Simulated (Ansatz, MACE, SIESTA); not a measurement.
# Codes compared on random start for glassy BaB8O13 (110 atoms)

Aim: run random start for glassy BaB8O13 (110 atoms) in several programs and set results and cost side by side. A plane-wave run serves as the reference.

Main program and level: Ansatz 0.2.0; Kohn-Sham DFT, PBE, PAW, plane waves; PAW set soft_1.

### 1. Starting point

The cell holds 110 atoms: 40 B, 5 Ba and 65 O. Its edges and angles: a = 10.820 Å, b = 10.820 Å, c = 10.820 Å, α = 90.0°, β = 90.0°, γ = 90.0°. 110 atoms (40 B, 5 Ba, 65 O) packed at random in a cube at 2.83 g/cm³ and pushed apart as soft spheres, cations and anions kept from their own kind; a start for melting by ab initio MD, not an equilibrated structure. The density is a measured one. Then every atom was moved at random, 0.03 Å r.m.s. a Cartesian component.

### 2. Plane-wave reference

The PAW files are the set soft_1.

Contents of input.yaml:

```yaml
crystal:
  lattice:
    - [10.8202, 0.0, 0.0]
    - [0.0, 10.8202, 0.0]
    - [0.0, 0.0, 10.8202]
  atoms:
    - { symbol: B, position: [0.28222, 0.211, 0.0208] }
    - { symbol: B, position: [0.39617, 0.03119, 0.62251] }
    - { symbol: B, position: [0.38018, 0.60107, 0.64064] }
    - { symbol: B, position: [0.31064, 0.68289, 0.42796] }
    [... 100 atom lines left out ...]
    - { symbol: O, position: [0.70358, 0.63943, 0.46539] }
    - { symbol: O, position: [0.43673, 0.62331, 0.26535] }
    - { symbol: O, position: [0.7729, 0.99189, 0.35471] }
    - { symbol: O, position: [0.52502, 0.40534, 0.24224] }
    - { symbol: O, position: [0.32205, 0.68717, 0.83959] }
    - { symbol: O, position: [0.05287, 0.70471, 0.73083] }
kpoints:
  mp_grid: { grid: [1, 1, 1] }
hamiltonian:
  xc: pbe
  pseudopotentials: { kind: paw, azcp: { folder: soft_1 } }
scf:
  occupations: { method: fermi_dirac, width: 0.05 }
output:
  forces: true
  eigenvalues: true
```

Started as:

```bash
$ ansatz run input.yaml --threads 4 --pin off --max-ram 15872MiB --backend cpu --events-out ev --progress --plain --runs-dir out
```

Log:

```text
[...]
Pseudopotentials: kind: paw
Pseudopotential: B, paw, valence charge 3, recommended cutoff 420 eV (normal), soft_1/B.paw.azcp
Pseudopotential: Ba, paw, valence charge 10, recommended cutoff 420 eV (normal), soft_1/Ba.paw.azcp
Pseudopotential: O, paw, valence charge 6, recommended cutoff 420 eV (normal), soft_1/O.paw.azcp
[... 5 lines on functional and potentials left out ...]
Crystal: 110 atoms, lattice volume = 1266.794 Å³
Basis set: ecut = 420 eV, 24837 PW (Γ), exchange–correlation on 150×150×150 points (8 copies of the dense FFT grid, shifted against one another)
Bands: 390, of which v1, the nominal top of the filled ones, is band 280 counted from 1 (279 counted from 0)
Symmetry: 1 space group operations
Space group: P1 (ITA 1), of the structure as read, at distance tolerance 1.1e-4 Å
k-points: 1
[... 7 lines on functional and potentials left out ...]
Initial density: superposition of atomic densities (chi_scale 0.1, normalization cell), built separately for each of the 2 bonded fragments (scf.initial_density.interfragment_charge_transfer: auto; true builds it for the cell as a whole; a typed value also counts as a typed key of the start: scf.initial_density.chi_scale says what that changes, if anything)
Initial wavefunctions: pseudopotential atomic-orbital guess
[...]
SCF iter   1: F=—  HF=-72805.863220 eV  |F-HF|=—  |Δ(HF+E_count)|=         —  Δρ=1.82e-1  dr2=1.91e3  ethr=3.10e-3  ⟨swp⟩=12.0  Hψ=2821  notcnv=0  defer=43
preconditioner: auto → Kerker (q_TF=auto, 2.381 Å⁻¹)  [metal: Δε(μ)=0.031 eV  Ē_g=10.489 eV  σ=0.050 eV  W_gap=0.15  n_scr=256 (ndim 8)  ℏωp=24.4 eV  f_vac=0.007  D(μ)=43.74/eV (n_scr^D=340)]
[...]
SCF iter  19: F=—  HF=-72672.923011 eV  |F-HF|=—  |Δ(HF+E_count)|=   2.68e-9  Δρ=2.58e-6  dr2=1.45e-7  ethr=6.25e-11  ⟨swp⟩=2.0  Hψ=315  notcnv=0  defer=76
SCF iter  20: F=-72672.923011 eV  HF=-72672.923011 eV  |F-HF|=2.32e-8  |Δ(HF+E_count)|=   7.51e-9  Δρ=1.02e-6  dr2=3.27e-8  ethr=1.79e-11  ⟨swp⟩=15.0  Hψ=2315  notcnv=0
SCF 1 converged in 20 iterations: F = -72672.923011 eV  dr2 = 3.27e-8
[...]
SCF converged after 20 iterations
Free energy (F): -72672.923011 eV
Harris-Foulkes:  -72672.923011 eV  (|F-HF|=2.32e-8)
Internal energy: -72672.312339 eV  (E = F + TS)
E sigma→0 (E₀):  -72672.617675 eV
Entropy (-TS):   -0.610672 eV (-5.552 meV/atom)
Fermi energy:    4.505314 eV
--- Per-component energies (eV) ---
[...]
Σ components = -72672.923011   (vs F -72672.923011, Δ=0.00e0)
--- Forces (eV/Å), atoms counted from 1 ---
  atom   1  B      2.83565012    -0.73322491     0.88659085
  atom   2  B     -0.46704950    -1.54284514    -0.82803410
  atom   3  B      0.85756266     0.56439063     0.60483518
  atom   4  B      0.46038530     2.28393170     0.69270145
[...]
atom 110  O      6.01882875    -6.55885285    -0.67712996
  max |Σ_I F_I| component: 9.48e-5 eV/Å
--- Band table (eV) ---
  k-point 0: bands = ["-21.6222", "-21.0347", "-20.9968", "-20.7994", [... 374 levels ...], "10.2338", "10.2922", "10.3681", "10.4200", "10.4465", "10.6402", "10.7435", "10.7619", "10.8612", "10.9470", "10.9919", "11.0327"]
```

Elapsed: 22 s, on 4 threads of Arm Neoverse V2, shared host; peak memory 1.7 GiB.

Reading the cycles: dr2 is the Hartree energy of the density residual (eV), the measure of convergence; HF is the Harris–Foulkes estimate of the energy, which meets the free energy F at convergence.

Numbers from this run:

```
free energy                             : -72672.9230 eV
free energy per atom                    : -660.6629 eV/atom
SCF cycles                              : 20
r.m.s. force component                  : 2.534 eV/Å
longest force                           : 8.928 eV/Å
Fermi energy                            : 4.505 eV
levels partly filled by over 2 per cent : 14
```

Length of the force by element:

```csv
element,coordination,atoms,mean length of the force (eV/Å),spread,least,most
B,all,40,3.58,1.57,0.482,7.51
Ba,all,5,3.06,0.933,2.10,4.46
O,all,65,4.37,1.80,0.960,8.93
```

The levels nearest the highest filled one (over half full), pooled over k-points and spins:

```csv
level less the highest filled one (eV),occupation
-0.145,1.91
-0.112,1.84
-0.0865,1.75
-0.0372,1.44
-0.0154,1.25
0,1.10
0.0161,0.944
0.0368,0.743
0.0734,0.442
0.0832,0.379
0.146,0.124
0.158,0.1
```

### 3. Structure statistics

Density 2.83 g/cm³, 11.52 Å³ an atom.

Pair distribution functions g(r), in bins of 0.2 Å:

```csv
r (Å),total,O-O,O-B,O-Ba,B-B,B-Ba,Ba-Ba
1.30,0.04,0.00,0.10,0.00,0.00,0.00,0.00
1.50,1.17,0.00,2.73,0.00,0.00,0.00,0.00
1.70,0.54,0.00,1.26,0.00,0.00,0.00,0.00
1.90,0.46,0.00,1.06,0.00,0.00,0.00,0.00
2.10,0.82,0.25,1.46,0.33,0.69,0.00,0.00
2.30,1.43,1.71,1.16,2.92,1.30,0.00,0.00
2.50,1.34,1.46,1.27,1.78,0.91,2.01,0.00
2.70,1.10,1.41,0.73,1.69,1.33,0.98,0.00
2.90,1.02,1.11,0.81,1.29,1.34,0.91,4.71
3.10,0.92,1.08,0.85,0.49,0.86,1.06,0.00
3.30,0.98,1.20,0.75,1.42,1.00,0.91,0.00
3.50,0.97,0.93,1.06,0.37,1.08,0.63,0.00
3.70,0.98,0.96,0.85,0.79,1.37,1.46,2.98
3.90,0.97,0.86,1.07,0.82,1.04,0.67,2.62
4.10,1.06,1.11,1.12,1.47,0.68,0.75,0.00
4.30,1.01,0.91,1.11,0.67,0.99,1.35,0.00
4.50,1.06,0.98,1.16,0.91,0.87,1.50,2.02
4.70,0.96,0.84,1.08,1.20,0.71,1.15,1.84
4.90,0.92,1.06,0.87,0.72,0.81,0.84,0.00
5.10,1.04,1.09,0.99,1.20,1.04,0.96,0.00
5.30,0.94,0.90,0.88,1.05,1.12,1.34,0.00
```

### 4. The ladder

The programs:
- MACE: machine-learned potential, published weights.
- SIESTA 5.4.2: numerical atomic orbitals, whose automatically made sets are far from complete, with PseudoDojo norm-conserving potentials that we converted to its format (checked against plane waves on the same files for H, C, O, Si, Ge and Ca alone); labels give functional, basis size, energy shift and mesh cutoff.

All use the same cell and atoms; the electronic-structure runs use the same k-mesh, and an electronic temperature of 580 K (0.05 eV) where levels are smeared.

Differences are against the plane-wave reference, forces as r.m.s. over components; share is that over the reference's r.m.s. force, slope the least-squares factor from reference forces to these. Total energies of different programs have different zeros and aren't compared.

```csv
run,"Δ force, r.m.s. (meV/Å)",share (%),slope,cores,CPU time,memory (GiB)
reference,-,-,-,4,86 s,1.7
MACE MP-0b2 small potential,636,25.1,0.948,4,6.4 s,0.69
"SIESTA PBE, DZP, shift 0.01 Ry, mesh 350 Ry",365,14.4,0.991,4,21 min,2.1
"SIESTA PBE, SZ, shift 0.02 Ry, mesh 350 Ry (coarse)",1481,58.5,0.712,4,5.7 min,1.2
```

Rows marked coarse were listed beforehand as settings not expected to be converged; some can still land near the reference.

Times of the machine-learned potentials are mostly Python's start and the loading of weights.

CPU time is summed over cores on a shared host, where runs went side by side, so it is rough. Symmetry, cutoffs, thresholds, outputs and thread counts weren't matched or tuned between programs; memory under MPI is the largest rank's times the ranks.

### 5. Results

- reference r.m.s. force component: 2.53 eV/Å
- nearest in forces: SIESTA PBE, DZP, shift 0.01 Ry, mesh 350 Ry, 14 %
- farthest in forces: SIESTA PBE, SZ, shift 0.02 Ry, mesh 350 Ry (coarse), 58 %
- cheapest electronic-structure run beside the reference: SIESTA PBE, SZ, shift 0.02 Ry, mesh 350 Ry, 5.7 min of CPU time

In words: The PBE run in local orbitals, coarse settings apart, differs by 14 % (SIESTA PBE, DZP, shift 0.01 Ry, mesh 350 Ry); basis, grid and potentials can all enter. Machine-learned potentials differ by 25 % (MACE MP-0b2 small potential); they were trained on other programs' data. SIESTA PBE, DZP, shift 0.01 Ry, mesh 350 Ry needed 84 SCF steps, so its time overstates the method's usual cost. Runs with settings chosen to be coarse differ by 58 % (SIESTA PBE, SZ, shift 0.02 Ry, mesh 350 Ry), their programs' other errors included. None of the electronic-structure runs in the table takes under half the reference's CPU time of 86 s; they take 4.0 to 15 times as much. In the reference: 14 levels are partly filled, by over 2 % (at Γ alone): at this level the cell shows no clear gap. Levels of broken or missing bonds inside a gap of the host would look the same. Machine-learned potentials mimic data converged in k, so the reference's own k-point error enters their differences. The electronic-structure runs sample only Γ, in a cell whose shortest periodic width is 11 Å, which is coarse for a cell with partly filled levels. Spin–orbit coupling is left out, which matters for the levels of the heavy elements.

[Also dropped from logs without a mark: logging warnings of Python, and SIESTA's first energy breakdown and zero terms.]

[Logs are printed without paths, hosts, clocks, repeated set-up lines and the standing remarks that a program may print on its own settings, such as how far it seeks lower states.]

[Hosts, paths, dates, database ids (printed as entryN), source tags and the programs' standing remarks are cut or masked in the printed files.]
